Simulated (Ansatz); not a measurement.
The compound is TcS2 (1H sheet).

The cell holds 3 atoms: 1 Tc and 2 S. Its edges and angles: a = 3.240 Å, b = 3.240 Å, c = 30.263 Å, α = 90.0°, β = 90.0°, γ = 120.0°. Vacuum lies along c.

```xyz
3
Lattice="-2.8059 1.6200 0.0000 0.0000 -3.2400 0.0000 0.0000 0.0000 30.2634" Properties=species:S:1:pos:R:3
Tc    0.0000    0.0000    9.4543
S    -0.9353   -1.6200   10.8948
S    -0.9353   -1.6200    8.0138
```

The structure was relaxed with PBEsol. The structure was generated from a model, not taken from a measurement. The runs that relaxed it are not among those shown. The program's search for lower electronic states was switched off, so nothing shows that the state found is the lowest. PAW set soft_2, made with PBE.

A constrained-RPA run (Ansatz 0.2.0; non-magnetic PBEsol; Tc d + anion p, bands v8 to c3, 6×6×1 mesh, medium accuracy) builds 11 functions on bands 10 eV wide, with 15.0 electrons in the window. The bare on-site interaction is 14.3 eV and the bare J 0.54 eV.

Q: Estimate U, U′ and J.

On the Tc d shell, U = 6.69 eV (47 % of the bare value), U′ = 5.90 eV, J = 0.40 eV.

The parent state is non-magnetic and the interaction static (zero frequency); U depends on the window and the orbitals, so it belongs to this model alone. A window that holds the anion p bands defines a model with explicit ligands; its U belongs to that model and is not the U of DFT+U.

[Paths, hosts, dates, memory and timing lines, banners, echoed tables and standing remarks are left out of the program output.]

[Logs are printed without paths, hosts, clocks, repeated set-up lines and the standing remarks that a program may print on its own settings, such as how far it seeks lower states.]

[Runs of the session that timed out or met a known fault of the program may be left out.]

[Hosts, paths, dates, database ids (printed as entryN), source tags and the programs' standing remarks are cut or masked in the printed files.]
